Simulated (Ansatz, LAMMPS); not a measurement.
# Electronic structure of V84Fe16 (at. %) with crystalline order left by the classical run (70 atoms), part 2 of 2

What does DFT give for V84Fe16 (at. %) with crystalline order left by the classical run (70 atoms) as built?

Ansatz 0.2.0; Kohn-Sham DFT, r2SCAN, PAW (set soft_2), plane waves.

The cell: 59 V and 11 Fe. The quench rate of 1000 K/ps far exceeds what a furnace or splat quench reaches. The network of bonds at the start is that of the classical potential that made the cell.

So far: Starting point; The classical run that made the cell; Plane-wave single point.

## Step 3: Plane-wave single point (continued)

Density of states as counts of states in windows of 0.5 eV (from the Fermi level), total and the larger projections:

| from (eV) | to (eV) | total up | total down | V d | Fe d | V s |
| --- | --- | --- | --- | --- | --- | --- |
| -10 | -8 | 0.0 | 0.0 | 0.0 | 0.0 | 0.0 |
| -8 | -7.5 | 0.1 | 0.1 | 0.0 | 0.0 | 0.2 |
| -7.5 | -7 | 0.6 | 0.8 | 0.0 | 0.0 | 1.1 |
| -7 | -6.5 | 1.4 | 1.6 | 0.0 | 0.0 | 2.3 |
| -6.5 | -6 | 1.1 | 1.0 | 0.1 | 0.0 | 1.6 |
| -6 | -5.5 | 1.7 | 2.2 | 0.2 | 0.0 | 2.6 |
| -5.5 | -5 | 3.9 | 3.7 | 0.7 | 0.2 | 5.1 |
| -5 | -4.5 | 2.0 | 1.8 | 0.6 | 0.2 | 2.3 |
| -4.5 | -4 | 10.8 | 6.3 | 4.7 | 3.8 | 6.5 |
| -4 | -3.5 | 22.5 | 10.5 | 13.3 | 11.5 | 6.6 |
| -3.5 | -3 | 22.8 | 19.8 | 21.5 | 14.1 | 5.4 |
| -3 | -2.5 | 20.4 | 18.7 | 21.9 | 12.2 | 3.3 |
| -2.5 | -2 | 19.5 | 22.9 | 28.1 | 9.8 | 2.6 |
| -2 | -1.5 | 19.9 | 26.4 | 33.6 | 8.4 | 2.2 |
| -1.5 | -1 | 25.1 | 26.8 | 40.5 | 6.6 | 2.3 |
| -1 | -0.5 | 24.3 | 25.3 | 39.1 | 5.4 | 2.2 |
| -0.5 | 0 | 21.4 | 20.8 | 33.4 | 4.5 | 1.9 |
| 0 | 0.5 | 20.3 | 18.9 | 31.3 | 4.4 | 1.5 |
| 0.5 | 1 | 19.8 | 19.7 | 31.8 | 4.9 | 1.2 |

The curve was stored every 0.100 eV, coarse against its broadening of 0.08 eV, so these counts are rough.

About 557 of the 943 electrons lie in deeper levels, below the stored range.

The levels nearest the highest filled one (over half full), pooled over k-points and spins:

| level less the highest filled one (eV) | occupation |
| --- | --- |
| -0.0067 | 0.517 |
| -0.0062 | 0.516 |
| -0.0024 | 0.506 |
| -0.0022 | 0.506 |
| -0.0011 | 0.503 |
| 0 | 0.5 |
| 0.0049 | 0.488 |
| 0.0052 | 0.487 |
| 0.0068 | 0.483 |
| 0.007 | 0.483 |
| 0.012 | 0.47 |
| 0.0146 | 0.464 |

Spin density in the ab plane at fractional z = 0.700, with atoms of V and Fe within 0.2 Å of it.

Ten even steps from '_' (-0.5 e/Å³) to '@' (2.9 e/Å³), each cell a mean:
```
......................--%%##::........................
......................==@@%%--........................
__....................::--::........____............__
__................................________..........__
__..................................____..............
......................................................
......................................................
................................................::....
..............................................::::::..
..............................................::::::..
..................::::................................
..................::::................................
......................................................
......................................................
......................................................
............____........................________......
............______........................____........
............____......................................
......................................................
................................____..................
................................____..................
................................__....................
........____..........................................
........____..........::::::..........................
```
Columns run along a (9.8 Å), rows up along b (9.8 Å). Atoms in or near the plane, at fractional coordinates: V at (0.70, 0.85), V at (0.36, 0.53), V at (0.62, 0.14), V at (0.90, 0.62), V at (0.25, 0.30), V at (0.18, 0.01), V at (0.80, 0.33), Fe at (0.47, 0.95).

Valence density in the ab plane at fractional z = 0.700, with atoms of V and Fe within 0.2 Å of it. It is the smooth field of the valence electrons, not physical close to the nuclei.

Values in e/Å³, 13 rows by 16 columns, each cell a mean:
```
 1  0  3  3  0  0  3 19  6  0  0  1  0  0  0  1
 5  1  0  0  0  0  1  4  1  0  4  9  2  0  0  4
 2  0  0  0  0  0  0  0  0  0  3  6  1  0  0  2
 0  0  0  0  0  0  0  1  0  0  0  0  0  0  1  0
 0  0  0  0  0  0  0  0  0  0  0  0  0  3 11  3
 0  0  0  0  1  7  5  0  0  0  0  0  0  1  5  2
 0  0  0  0  1  6  4  0  0  0  0  0  0  0  0  0
 0  0  0  0  1  0  0  0  0  0  0  0  1  1  0  0
 0  0  0  5  8  1  0  0  0  0  0  1  8  9  1  0
 0  0  0  4  6  1  0  0  0  0  0  0  2  2  0  0
 0  0  0  0  0  0  0  0  1  5  6  1  0  0  0  0
 0  0  1  1  0  0  0  0  1  6  7  1  0  0  0  0
 0  1  7  7  1  0  1  2  1  0  0  0  0  0  0  0
```
Columns run along a (9.8 Å), rows up along b (9.8 Å). Atoms in or near the plane, at fractional coordinates: V at (0.70, 0.85), V at (0.36, 0.53), V at (0.62, 0.14), V at (0.90, 0.62), V at (0.25, 0.30), V at (0.18, 0.01), V at (0.80, 0.33), Fe at (0.47, 0.95).

The cell holds a total moment of 8.76 μB, from site moments of up to 2.0 μB that point both ways; no search proves this magnetic order the lowest. Within 0.4 eV of the Fermi level the largest share is V d (83 % of the projected weight).

## Step 4: Structure statistics

Bonds and neighbours are counted at the geometry of the runs.

Density 6.46 g/cm³, 13.28 Å³ an atom.

g(r), total and by pair (bins of 0.1 Å):

| r (Å) | total | V-V | V-Fe | Fe-Fe |
| --- | --- | --- | --- | --- |
| 2.05 | 0.00 | 0.00 | 0.00 | 0.00 |
| 2.15 | 0.13 | 0.00 | 0.49 | 0.00 |
| 2.25 | 0.35 | 0.25 | 0.45 | 2.36 |
| 2.35 | 1.80 | 1.77 | 2.05 | 0.00 |
| 2.45 | 3.27 | 2.34 | 6.07 | 0.00 |
| 2.55 | 2.57 | 2.03 | 4.07 | 1.92 |
| 2.65 | 1.60 | 1.46 | 2.12 | 0.00 |
| 2.75 | 1.87 | 2.36 | 0.75 | 0.00 |
| 2.85 | 2.38 | 2.67 | 1.84 | 0.00 |
| 2.95 | 2.48 | 3.09 | 0.93 | 1.38 |
| 3.05 | 1.14 | 1.38 | 0.61 | 0.00 |
| 3.15 | 0.82 | 0.90 | 0.68 | 0.00 |
| 3.25 | 0.69 | 0.77 | 0.54 | 0.00 |
| 3.35 | 0.35 | 0.34 | 0.41 | 0.00 |
| 3.45 | 0.23 | 0.25 | 0.19 | 0.00 |
| 3.55 | 0.31 | 0.14 | 0.72 | 0.96 |
| 3.65 | 0.18 | 0.13 | 0.26 | 0.93 |
| 3.75 | 0.17 | 0.09 | 0.41 | 0.00 |
| 3.85 | 0.47 | 0.32 | 0.54 | 4.18 |
| 3.95 | 0.48 | 0.41 | 0.59 | 1.55 |
| 4.05 | 0.85 | 0.62 | 1.46 | 0.76 |
| 4.15 | 0.96 | 0.79 | 1.52 | 0.00 |
| 4.25 | 1.20 | 1.15 | 1.27 | 2.04 |
| 4.35 | 1.29 | 1.53 | 0.78 | 0.00 |
| 4.45 | 1.30 | 1.44 | 0.92 | 1.24 |
| 4.55 | 1.21 | 1.38 | 0.71 | 1.77 |
| 4.65 | 1.39 | 1.65 | 0.74 | 1.14 |
| 4.75 | 1.39 | 1.16 | 1.87 | 2.73 |
| 4.85 | 1.51 | 1.46 | 1.74 | 0.53 |

A closer look about V8, which bears the longest force: 13 atoms, nearest first, numbered in the order of the input, with positions taken from that point.

| atom | x | y | z | distance (Å) | moment (μB) | Fx | Fy | Fz (eV/Å) |
| --- | --- | --- | --- | --- | --- | --- | --- | --- |
| V8 | 0.00 | 0.00 | 0.00 | 0.00 | -0.68 | -0.25 | 1.79 | 0.17 |
| Fe60 | 0.11 | -1.94 | -0.92 | 2.15 | 1.52 | 0.18 | -0.49 | -0.35 |
| V10 | 1.11 | -0.95 | 1.94 | 2.42 | 0.70 | 0.08 | -0.50 | -0.60 |
| Fe70 | -0.86 | 1.67 | -1.65 | 2.50 | 1.89 | -0.07 | -0.40 | -0.56 |
| V30 | 2.51 | -0.35 | -0.56 | 2.60 | -0.53 | 0.07 | -0.35 | 0.85 |
| V43 | -2.08 | 1.55 | 0.44 | 2.63 | -0.60 | 0.55 | 0.44 | 1.04 |
| V24 | -2.48 | -1.07 | -0.18 | 2.71 | 0.85 | 0.11 | 0.01 | 0.35 |
| V26 | 0.39 | -0.43 | -2.80 | 2.86 | -0.36 | -0.12 | 0.81 | 0.48 |
| V6 | 0.53 | 2.82 | 0.15 | 2.88 | -0.25 | -0.33 | 0.24 | 0.00 |
| V31 | -1.70 | -0.42 | 2.30 | 2.88 | -0.49 | -0.15 | 0.58 | -0.06 |
| V29 | -0.28 | 1.59 | 2.44 | 2.93 | 0.55 | -0.56 | 0.21 | -0.50 |
| V3 | 2.15 | 1.32 | 1.52 | 2.95 | 0.18 | 0.03 | -0.24 | 0.24 |
| V15 | 1.82 | 1.66 | -1.69 | 2.99 | 0.54 | -0.54 | 0.91 | -0.08 |

## Step 5: Results

```
free energy per atom       : -3163.3820 eV/atom
pressure                   : -0.02537 GPa
r.m.s. force component     : 0.5651 eV/Å
wall time of the 1 DFT run : 34 min
```

What this shows: 507 levels are partly filled, by over 2 % (on the run's k-points), as in a metal. The cell holds a total moment of 8.76 μB, from site moments of up to 2.0 μB that point both ways; no search proves this magnetic order the lowest.

Caveats: The force components of 0.57 eV/Å r.m.s. come partly from thermal motion and partly from the difference between the classical potential and DFT. The run was spin polarised, started with 11 parallel moments, ending at 8.8 μB in the cell; that starting order needn't be the real material's, and it bears on forces, charges and levels. The pressure of a single frame lacks the kinetic term. r2SCAN tends to overstate moments in itinerant metals.

[Logs are printed without paths, hosts, clocks, repeated set-up lines and the standing remarks that a program may print on its own settings, such as how far it seeks lower states.]

[Hosts, paths, dates, database ids (printed as entryN), source tags and the programs' standing remarks are cut or masked in the printed files.]
